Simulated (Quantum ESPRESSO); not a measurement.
# Thickness dependence of 1T-PtSe2, part 2 of 7

What does each added layer of 1T-PtSe2 bring in screening, and what does it do to the gap?

Quantum ESPRESSO 7.5; plane-wave DFT, PBE, GBRV ultrasoft pseudopotentials.

So far. Step 2 (Relaxing cell and ions, 1 layer):  The last row is no step: it is a fresh SCF in the final cell with a new plane-wave basis, +0 meV from the row before.

### 3. SCF with pw.x, 1 layer: no field

The zero-field run is the reference. tefield and dipfield are on already, so that all runs share k-points and boundary.

Level of this step: plane-wave DFT, PBE, GBRV ultrasoft pseudopotentials (Quantum ESPRESSO 7.5).

File n1.f0.in:

```
&control
  prefix = 'n1.f0'
  outdir = './out'
  pseudo_dir = './pseudo'
  calculation = 'scf'
  tprnfor = .true.
  tefield = .true.
  dipfield = .true.
/
&system
  ibrav = 0
  nat = 3
  ntyp = 2
  ecutwfc = 40
  ecutrho = 200
  occupations = 'smearing'
  smearing = 'fd'
  degauss = 0.004
  edir = 3
  emaxpos = 0.97
  eopreg = 0.04
  eamp = 0.0
  nbnd = 18
/
&electrons
  conv_thr = 1e-09
  mixing_beta = 0.4
  electron_maxstep = 120
  mixing_mode = 'plain'
/
ATOMIC_SPECIES
  Se  78.9710  se_pbe_v1.uspp.F.UPF
  Pt  195.0840  pt_pbe_v1.4.uspp.F.UPF
CELL_PARAMETERS angstrom
  3.70631276100000 0.00000000000000 0.00000000000000
  -1.85315638100000 3.20976100600000 0.00000000000000
  0.00000000000000 0.00000000000000 19.26771779500000
ATOMIC_POSITIONS crystal
  Se  0.666666666700 0.333333333300 0.431341586400
  Pt  0.000000000000 0.000000000000 0.500000000000
  Se  0.333333333300 0.666666666700 0.568658413600
K_POINTS automatic
  12 12 1 0 0 0
```

Launch:

```console
$ OMP_NUM_THREADS=1 mpirun -n 4 pw.x -nk 4 -in n1.f0.in > n1.f0.out
```

The program printed:

```text
[banner, memory and clock lines left out]
Program PWSCF v.7.5 starts
[citation notice left out]

[...]
bravais-lattice index     =            0
     lattice parameter (alat)  =       7.0039  a.u.
     unit-cell volume          =    1546.8266 (a.u.)^3
     number of atoms/cell      =            3
     number of atomic types    =            2
     number of electrons       =        28.00
     number of Kohn-Sham states=           18
     kinetic-energy cutoff     =      40.0000  Ry
     charge density cutoff     =     200.0000  Ry
     scf convergence threshold =      1.0E-09
     mixing beta               =       0.4000
     number of iterations used =            8  plain     mixing
     Exchange-correlation=  SLA  PW   PBX  PBC
                           (   1   4   3   4   0   0   0)

[...]
PseudoPot. # 1 for Se read from file:
     ./pseudo/se_pbe_v1.uspp.F.UPF
     Pseudo is Ultrasoft + core correction, Zval =  6.0
     Generated by new atomic code, or converted to UPF format
     Using radial grid of  877 points,  6 beta functions with:
                l(1) =   0
                l(2) =   0
                l(3) =   1
                l(4) =   1
                l(5) =   2
                l(6) =   2
     Q(r) pseudized with  8 coefficients,  rinner =    1.300   1.300   1.300
                                                       1.300   1.300

     PseudoPot. # 2 for Pt read from file:
     ./pseudo/pt_pbe_v1.4.uspp.F.UPF
     Pseudo is Ultrasoft + core correction, Zval = 16.0
     Generated by new atomic code, or converted to UPF format
     Using radial grid of  985 points,  6 beta functions with:
                l(1) =   0
                l(2) =   0
                l(3) =   1
                l(4) =   1
                l(5) =   2
                l(6) =   2
     Q(r) pseudized with  8 coefficients,  rinner =    1.300   1.300   1.300
                                                       1.300   1.300

     atomic species   valence    mass     pseudopotential
     Se                6.00    78.97100     Se( 1.00)
     Pt               16.00   195.08400     Pt( 1.00)

     No symmetry found

[...]
number of k points=    74  Fermi-Dirac smearing, width (Ry)=  0.0040
[...]
Dense  grid:    73963 G-vectors     FFT dimensions: (  32,  32, 180)

     Smooth grid:    52929 G-vectors     FFT dimensions: (  30,  30, 150)

     Initial potential from superposition of free atoms

     starting charge      27.4998, renormalised to      28.0000

     negative rho (up, down):  1.805E-01 0.000E+00

     Adding external electric field

     Computed dipole along edir(3) :
        Dipole               -0.0000 Ry au,         -0.0000 Debye
        Dipole field         -0.0000 Ry au,

        Potential amp.        0.0000 Ry
        Total length         34.9543 bohr

     Starting wfcs are   20 randomized atomic wfcs

     per-process dynamical memory:    80.9 Mb

     Self-consistent Calculation

     iteration #  1     ecut=    40.00 Ry     beta= 0.40
     Davidson diagonalization with overlap
     ethr =  1.00E-02,  avg # of iterations =  4.9

     negative rho (up, down):  1.700E-01 0.000E+00

     Adding external electric field

     Computed dipole along edir(3) :
        Dipole                0.0002 Ry au,          0.0004 Debye
        Dipole field          0.0000 Ry au,

        Potential amp.       -0.0001 Ry
        Total length         34.9543 bohr

     total energy              =    -297.24914398 Ry
     estimated scf accuracy    <       1.97518851 Ry

     iteration #  2     ecut=    40.00 Ry     beta= 0.40
[...]
negative rho (up, down):  1.721E-01 0.000E+00

[...]
Dipole                0.0003 Ry au,          0.0007 Debye
[...]
total energy              =    -297.79130422 Ry
     estimated scf accuracy    <       1.43328401 Ry

     iteration #  3     ecut=    40.00 Ry     beta= 0.40
[...]
negative rho (up, down):  1.707E-01 0.000E+00

[...]
Dipole               -0.0007 Ry au,         -0.0018 Debye
[...]
total energy              =    -297.98135027 Ry
     estimated scf accuracy    <       0.01814332 Ry

     iteration #  4     ecut=    40.00 Ry     beta= 0.40
[...]
negative rho (up, down):  1.702E-01 0.000E+00

[...]
Dipole                0.0051 Ry au,          0.0129 Debye
[...]
total energy              =    -297.98445680 Ry
     estimated scf accuracy    <       0.00517818 Ry

     iteration #  5     ecut=    40.00 Ry     beta= 0.40
[...]
negative rho (up, down):  1.703E-01 0.000E+00

[...]
Dipole               -0.0167 Ry au,         -0.0425 Debye
[...]
total energy              =    -297.98525654 Ry
     estimated scf accuracy    <       0.00106474 Ry

     iteration #  6     ecut=    40.00 Ry     beta= 0.40
[...]
negative rho (up, down):  1.704E-01 0.000E+00

[...]
Dipole                0.0001 Ry au,          0.0004 Debye
[...]
total energy              =    -297.98526246 Ry
     estimated scf accuracy    <       0.00180196 Ry

[...]
iteration #  9     ecut=    40.00 Ry     beta= 0.40
[...]
negative rho (up, down):  1.705E-01 0.000E+00

[...]
Dipole               -0.0000 Ry au,         -0.0001 Debye
[...]
total energy              =    -297.98544836 Ry
     estimated scf accuracy    <       0.00000021 Ry

     iteration # 10     ecut=    40.00 Ry     beta= 0.40
[...]
negative rho (up, down):  1.705E-01 0.000E+00

[...]
Dipole                0.0000 Ry au,          0.0000 Debye
[...]
total energy              =    -297.98544839 Ry
     estimated scf accuracy    <       0.00000004 Ry

     iteration # 11     ecut=    40.00 Ry     beta= 0.40
[...]
negative rho (up, down):  1.705E-01 0.000E+00

[...]
Dipole                0.0000 Ry au,          0.0000 Debye
[...]
total energy              =    -297.98544842 Ry
     estimated scf accuracy    <          4.7E-09 Ry

     iteration # 12     ecut=    40.00 Ry     beta= 0.40
[...]
negative rho (up, down):  1.705E-01 0.000E+00

[...]
Dipole               -0.0000 Ry au,         -0.0001 Debye
[...]
End of self-consistent calculation

          k = 0.0000 0.0000 0.0000 (  6607 PWs)   bands (ev):

   -54.2363 -54.2363 -54.1918 -15.5260 -13.7471  -6.6235  -6.5717  -6.5717
    -4.3493  -4.3493  -2.7645  -2.1399  -1.4673  -1.4673   1.5026   1.5026
     3.0020   3.6869

          k = 0.0000 0.0962 0.0000 (  6565 PWs)   bands (ev):

   -54.2371 -54.2365 -54.1916 -15.4503 -13.7509  -6.5903  -6.5453  -6.5267
    -4.4541  -4.4038  -3.0049  -2.0081  -1.5278  -1.4635   1.0012   1.3880
     3.2400   3.8030

[...]
the Fermi energy is    -0.7556 ev

!    total energy              =    -297.98544842 Ry
     estimated scf accuracy    <          3.7E-10 Ry
     smearing contrib. (-TS)   =      -0.00000006 Ry
     internal energy E=F+TS    =    -297.98544836 Ry

     The total energy is F=E-TS. E is the sum of the following terms:
     one-electron contribution =   -1005.00974690 Ry
     hartree contribution      =     506.01818871 Ry
     xc contribution           =    -116.25329180 Ry
     ewald contribution        =     317.25940163 Ry
     electric field correction =       0.00000000 Ry

     convergence has been achieved in  12 iterations

     negative rho (up, down):  1.705E-01 0.000E+00

     Forces acting on atoms (cartesian axes, Ry/au):

     atom    1 type  1   force =     0.00000009   -0.00000003   -0.00342326
     atom    2 type  2   force =    -0.00000008    0.00000008   -0.00000191
     atom    3 type  1   force =    -0.00000001   -0.00000005    0.00342517

     Total force =     0.004843     Total SCF correction =     0.000095

[...]
```

Wall time 59 s (4 MPI ranks of Arm Neoverse V1, shared host); peak memory 0.64 GiB; 3.9 min of CPU time.

This step gave:

- free energy: -4054.2986 eV
- Fermi energy: -0.7556 eV
- dipole along the normal: -2.08e-5 e·Å
- valence top, on the run's zero: -1.463 eV
- conduction bottom, on the run's zero: -0.08758 eV
- gap by band count: 1.376 eV

The run needed 12 iterations to bring the estimated error under 1e-09 Ry; the largest force on any atom, held or free, is 0.09 eV/Å.

### 4. Potential by pp.x, 1 layer

plot_num = 11 writes the bare and Hartree potential. It leaves out exchange and correlation, which fade slowly, so it flattens close to the surface.

File n1.f0.pot.in:

```
&inputpp
  prefix = 'n1.f0'
  outdir = './out'
  filplot = 'n1.f0.pot.dat'
  plot_num = 11
/
```

Launch:

```console
$ OMP_NUM_THREADS=1 mpirun -n 4 pp.x -in n1.f0.pot.in > n1.f0.pot.out
```

The program printed:

```text
[banner, memory and clock lines left out]
Program POST-PROC v.7.5 starts

          URL

     ./out/n1.f0.save/

     IMPORTANT: XC functional enforced from input :
     Exchange-correlation= PBE
                           (   1   4   3   4   0   0   0)
     Any further DFT definition will be discarded
     Please, verify this is what you really want

     negative rho (up, down):  1.705E-01 0.000E+00

     Adding external electric field

     Computed dipole along edir(3) :
        Dipole               -0.0000 Ry au,         -0.0001 Debye
        Dipole field         -0.0000 Ry au,

        Potential amp.        0.0000 Ry
        Total length         34.9543 bohr

     Calling punch_plot, plot_num =  11

     Adding external electric field

     Computed dipole along edir(3) :
        Dipole               -0.0000 Ry au,         -0.0001 Debye
        Dipole field         -0.0000 Ry au,

        Potential amp.        0.0000 Ry
        Total length         34.9543 bohr

     Writing data to file  n1.f0.pot.dat
     Message from routine chdens:
     namelist plot not found or invalid, exiting
```

The job ended after 1 s (4 MPI ranks; peak memory 0.09 GiB).

Read from the output:

- slope of the potential above: 5.42e-5 eV/Å
- upper vacuum line continued to the top atoms, over the valence top: 5.654 eV
- slope of the potential below: -4.02e-5 eV/Å
- lower vacuum line continued to the bottom atoms, over the valence top: 5.654 eV
- vacuum level at the upper face over the valence top of the mesh: 5.654 eV
- vacuum level at the lower face over the valence top of the mesh: 5.654 eV

Electrostatic potential energy of an electron, with the sawtooth; zero at the highest filled level of the SCF mesh. The potential energy, planar mean by z:

| z (Å) | potential energy, planar mean (eV) |
| --- | --- |
| 0 | 5.65 |
| 1 | 5.65 |
| 2 | 5.65 |
| 3 | 5.65 |
| 4 | 5.65 |
| 5 | 5.65 |
| 6 | 5.60 |
| 7 | 4.71 |
| 8 | -8.16 |
| 9 | -7.80 |
| 10 | -10.8 |
| 11 | -11.9 |
| 12 | 3.61 |
| 13 | 5.54 |
| 14 | 5.65 |
| 15 | 5.65 |
| 16 | 5.65 |
| 17 | 5.65 |
| 18 | 5.65 |
| 19 | 5.65 |

### 5. SCF with pw.x, 1 layer: field 0.1 V/Å

eamp is the field in Hartree atomic units (1 a.u. = 51.42 V/Å). With dipfield on, it is the field in the vacuum beside an isolated sheet. The run starts from the density of the one before.

n1.f1.in is the input of step 3 with these lines changed:

```diff
@@ -1,3 +1,3 @@
 &control
-  prefix = 'n1.f0'
+  prefix = 'n1.f1'
   outdir = './out'
@@ -21,3 +21,3 @@
   eopreg = 0.04
-  eamp = 0.0
+  eamp = 0.00194469
   nbnd = 18
@@ -29,2 +29,3 @@
   mixing_mode = 'plain'
+  startingpot = 'file'
 /
```

Launch:

```console
$ cp -r out/n1.f0.save out/n1.f1.save
$ OMP_NUM_THREADS=1 mpirun -n 4 pw.x -nk 4 -in n1.f1.in > n1.f1.out
```

The program printed:

```text
[banner, memory and clock lines left out]
Program PWSCF v.7.5 starts
[...]
number of electrons       =        28.00
     number of Kohn-Sham states=           18
     kinetic-energy cutoff     =      40.0000  Ry
     charge density cutoff     =     200.0000  Ry
[...]
number of k points=    74  Fermi-Dirac smearing, width (Ry)=  0.0040
[...]
Dense  grid:    73963 G-vectors     FFT dimensions: (  32,  32, 180)
[...]
The initial density is read from file :
[...]
negative rho (up, down):  1.705E-01 0.000E+00
[...]
Starting wfcs are   20 randomized atomic wfcs
[...]
negative rho (up, down):  1.705E-01 0.000E+00
[...]
estimated scf accuracy    <       0.01353531 Ry
[...]
negative rho (up, down):  1.705E-01 0.000E+00
[...]
estimated scf accuracy    <       0.21344784 Ry
[...]
negative rho (up, down):  1.705E-01 0.000E+00
[...]
estimated scf accuracy    <       0.00005953 Ry
[...]
negative rho (up, down):  1.705E-01 0.000E+00
[...]
estimated scf accuracy    <       0.00000423 Ry
[...]
negative rho (up, down):  1.705E-01 0.000E+00
[...]
estimated scf accuracy    <       0.00000040 Ry
[...]
negative rho (up, down):  1.705E-01 0.000E+00
[...]
estimated scf accuracy    <       0.00000010 Ry
[...]
negative rho (up, down):  1.705E-01 0.000E+00
[...]
estimated scf accuracy    <          9.3E-09 Ry
[...]
negative rho (up, down):  1.705E-01 0.000E+00
[...]
estimated scf accuracy    <          1.0E-09 Ry
[...]
negative rho (up, down):  1.705E-01 0.000E+00
[...]
Computed dipole along edir(3) :
        Dipole                0.0612 Ry au,          0.1556 Debye
        Dipole field          0.0005 Ry au,
        E field amplitude [Ha a.u.]:  1.9447E-03
        Potential amp.        0.1012 Ry
        Total length         34.9543 bohr
[...]
the Fermi energy is    -0.7419 ev
!    total energy              =    -297.98556767 Ry
     estimated scf accuracy    <          5.0E-10 Ry
     smearing contrib. (-TS)   =      -0.00000006 Ry
     internal energy E=F+TS    =    -297.98556761 Ry
[...]
one-electron contribution =   -1005.00890265 Ry
     hartree contribution      =     506.01742236 Ry
     xc contribution           =    -116.25328125 Ry
     ewald contribution        =     317.25940163 Ry
     electric field correction =      -0.00020769 Ry
     convergence has been achieved in   9 iterations
     negative rho (up, down):  1.705E-01 0.000E+00
[...]
Total force =     0.004861     Total SCF correction =     0.000181
[...]
```

The job ended after 54 s (4 MPI ranks; peak memory 0.47 GiB; 3.6 min of CPU time).

This step gave:

- free energy: -4054.3002 eV
- Fermi energy: -0.7419 eV
- dipole along the normal: 0.03240 e·Å
- valence top, on the run's zero: -1.450 eV
- conduction bottom, on the run's zero: -0.07394 eV

[end of part 2 of 7]

[Logs are printed without paths, hosts, clocks, repeated set-up lines and the standing remarks that a program may print on its own settings, such as how far it seeks lower states.]

[Hosts, paths, dates, database ids (printed as entryN), source tags and the programs' standing remarks are cut or masked in the printed files.]

[Maps of the electrostatic potential energy from Ansatz leave out the sawtooth potential of an applied field or a dipole correction, so their vacuum need not be flat; planar profiles and work functions include it.]
